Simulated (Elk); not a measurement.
**Does KNiF3 carry moments in Elk?**

Wanted: the moments of KNiF3 and the energy gained by spin polarisation.

Program: Elk 11.2.3 (patched build). Level of theory: LDA (Perdew-Wang) with U = 7.50 eV on Ni d; all-electron APW+lo, Dirac cores, scalar-relativistic bands. Results are calculated unless marked as measured.

Report form: the programs' logs are mostly left out.

The database entry behind the starting cell differs from later determinations by our own check (about 0.35 % short), so it need not match the best structure at ambient conditions.

### Step 1. The structure

It takes space group Pm-3m (No. 221, cubic). Conventional cell: a = 4.000 Å, b = 4.000 Å, c = 4.000 Å, α = 90.00°, β = 90.00°, γ = 90.00°. Nearest to K lie 12 F at 2.83 Å. Ni has 6 F at 2.00 Å nearest. F has 2 Ni at 2.00 Å and 4 K at 2.83 Å nearest. Farther neighbours and most contacts between anions are not listed.

### Step 2. Start 1: ferro +

Parallel moments need no larger cell; this start tests for a ferromagnetic state only. A Hubbard term is added for the open shell, at a value in common use.

Moments are seeded by fields in the spheres (the last three columns under atoms), set against the wanted direction and reduced each loop.

Input file elk.in:

```
tasks
  0
  33
  73

xctype
  3

rgkmax
  7.0

nempty
  14

swidth
  0.002

reducebf
  0.6

epsengy
  1e-05

maxscl
  100

lmaxi
  2

spinpol
  .true.

sppath
  './'

avec
  7.55890449850 0.00000000000 0.00000000000
  0.00000000000 7.55890449850 0.00000000000
  0.00000000000 0.00000000000 7.55890449850

atoms
  3
  'K.in'
  1
  0.0000000000 0.0000000000 0.0000000000   0.000000 0.000000 0.000000
  'Ni.in'
  1
  0.5000000000 0.5000000000 0.5000000000   0.000000 0.000000 -0.200000
  'F.in'
  3
  0.5000000000 0.5000000000 0.0000000000   0.000000 0.000000 0.000000
  0.0000000000 0.5000000000 0.5000000000   0.000000 0.000000 0.000000
  0.5000000000 0.0000000000 0.5000000000   0.000000 0.000000 0.000000

ngridk
  6 6 6

dft+u
  1 1
  2 2 0.275620 0.000000

plot3d
  0 0 0
  1 0 0
  0 1 0
  0 0 1
  20 20 20
```

On the command line:

```bash
$ OMP_NUM_THREADS=2 elk
```

Run time: 1.9 min. Hardware: 2 threads of Arm Neoverse V2, shared host; peak memory 0.14 GiB; 3.8 min of CPU time.

Spin moment in the muffin-tin sphere by atom:

```csv
atom,spin moment in the muffin-tin sphere (μB)
K1,0.00
Ni2,1.84
F3,0.05
F4,0.05
F5,0.05
```

Numbers from this step:

```yaml
density_of_states_at_the_fermi_level: 1.84e-9 states/eV/cell
moment_between_the_spheres: 0.02047 μB
magnetization: 2.000 μB
final_state: ferromagnetic
```

After 22 cycles the largest moment stands at 1.84 μB.

### Step 3. Start 2: no spin polarisation

This run holds no moments, which gives a state to set the others against.

elk.in, as its differences from that of step 2:

```diff
@@ -2,4 +2,2 @@
   0
-  33
-  73
 
@@ -17,5 +15,2 @@
 
-reducebf
-  0.6
-
 epsengy
@@ -28,5 +23,2 @@
   2
-
-spinpol
-  .true.
 
@@ -47,3 +39,3 @@
   1
-  0.5000000000 0.5000000000 0.5000000000   0.000000 0.000000 -0.200000
+  0.5000000000 0.5000000000 0.5000000000   0.000000 0.000000 0.000000
   'F.in'
@@ -60,8 +52 @@
   2 2 0.275620 0.000000
-
-plot3d
-  0 0 0
-  1 0 0
-  0 1 0
-  0 0 1
-  20 20 20
```

On the command line:

```bash
$ OMP_NUM_THREADS=2 elk
```

Run time: 48 s. Hardware: 2 threads; peak memory 0.12 GiB; 95 s of CPU time.

This step gave:

```
density of states at the Fermi level : 1.816 states/eV/cell
final state                          : non-magnetic (no spin polarisation)
```

It lies 2905 meV a seeded atom over the first start.

### Step 4. An attempt with other settings

A slip in the input shows what the program catches and what it lets pass.

elk.in, as its differences from that of step 2:

```diff
@@ -2,4 +2,2 @@
   0
-  33
-  73
 
@@ -24,3 +22,3 @@
 maxscl
-  100
+  50
 
@@ -41,3 +39,3 @@
 atoms
-  3
+  4
   'K.in'
@@ -60,8 +58 @@
   2 2 0.275620 0.000000
-
-plot3d
-  0 0 0
-  1 0 0
-  0 1 0
-  0 0 1
-  20 20 20
```

On the command line:

```bash
$ OMP_NUM_THREADS=2 elk
```

Run time: 0.06 s. Hardware: 2 threads; peak memory 0.05 GiB.

The program refused the input before any cycle.

The fault put into the input: a wrong number of species.

The count under atoms must match the blocks that follow.

### Step 5. Ranking

These are free energies at a smearing of 0.0544 eV, so its entropy term is in the differences. They are divided by the number of seeded atoms, so that cells of unlike size compare.

Orders:

```csv
start,final state,typed order kept,energy over the lowest (meV a seeded atom),largest sphere moment (μB),net moment (μB a primitive cell),DOS at the Fermi level (states/eV a primitive cell),mesh matched,CPU time (s)
ferro +,ferromagnetic,yes,0,1.844,2,0,yes,229.4
no spin polarisation,non-magnetic,-,2905,0,0,1.816,yes,94.78
```

### Step 6. Outcome

```json
{"lower run": "with moments", "largest site moment": "1.84 μB", "run without spin seeds, over the lowest": "2905 meV a seeded atom"}
```

The crystal holds moments, up to 1.84 μB, and gains 2905 meV a seeded atom by them. Under a U a spinless open shell is left with part-filled orbitals, which the U penalises, so its energy is no clean measure of what the moments gain. No antiferromagnetic order was tried, so the session says nothing on how the moments order.

[Logs and program files are shortened in this print: banners, set-up blocks, solver, clock and traceback lines can be left out without a mark of their own.]

[Logs are printed without paths, hosts, clocks, repeated set-up lines and the standing remarks that a program may print on its own settings, such as how far it seeks lower states.]

[Hosts, paths, dates, database ids (printed as entryN), source tags and the programs' standing remarks are cut or masked in the printed files.]

[Where a cell is said to come from a database of computed structures, the database is the Materials Project.]
